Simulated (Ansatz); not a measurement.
InPd (Pm-3m): the Drude term of Re ε in the infrared

Re ε of InPd (Pm-3m) at low photon energies is read from one computed spectrum; the carriers' damping was typed as γ = 0.03 eV.

Cell: a, b, c = 3.272, 3.272, 3.272 Å (primitive vectors), 2 atoms.

Method: Ansatz 0.2.0, PBE, independent particles, k-mesh 10×10×10 with interpolation inside its cells, Gaussian parameter 0.1 eV.

Launch of the response step: `ansatz run input.yaml --threads 4 --pin off --max-ram 8192MiB --backend cpu --events-out ev --progress --plain --runs-dir out`. The run took 9 s, on 4 threads of Arm Neoverse V1 (shared host).

| photon energy E (eV) | wavelength (µm) | Re ε |
| --- | --- | --- |
| 0.25 | 4.96 | -907.3 |
| 0.30 | 4.13 | -636.9 |
| 0.35 | 3.54 | -474.3 |
| 0.40 | 3.10 | -366.3 |
| 0.50 | 2.48 | -233.1 |
| 0.60 | 2.07 | -158.5 |
| 0.70 | 1.77 | ? |

A Drude term over a constant background gives Re ε = ε_b − ωp²/(E² + γ²), linear in 1/(E² + γ²).

Working, on the rows shown:

| x = 1/(E² + γ²) (eV⁻²) | y = Re ε |
| --- | --- |
| 15.7729 | -907.3 |
| 11.0011 | -636.9 |
| 8.10373 | -474.3 |
| 6.21504 | -366.3 |
| 3.98565 | -233.1 |
| 2.77085 | -158.5 |

Means: x̄ = 7.9749, ȳ = -462.73. Σ(x − x̄)(y − ȳ) = -6664, Σ(x − x̄)² = 116.1. Slope = -6664 / 116.1 = -57.41; intercept = ȳ − slope · x̄ = -4.8713. The line misses the rows shown by at most 5.5.

**Question.** What does the fit predict for the withheld row, and how well does it do?

**Answer.** At x = 2.0371 the line gives y = -121.83. The run gave -113.0, so the extrapolation is off by 8.8, 1.1 % of the range in the table.

Refitted with all rows, the slope is -57.72 and the intercept -1.4222. These give ωp = √(−slope) = 7.60 eV, against 7.68 eV from the program's Fermi-surface sum, and an intercept of -1.4. Taking the program's Drude term off the rows leaves 23 at the lowest energy and 7 at the highest, so the background isn't constant: interband transitions lie in or near the window, and neither fitted number can be trusted. The values come from a sum over the points of one k-mesh and carry its error, which is largest for Fermi-surface quantities. Spin-orbit coupling is left out.
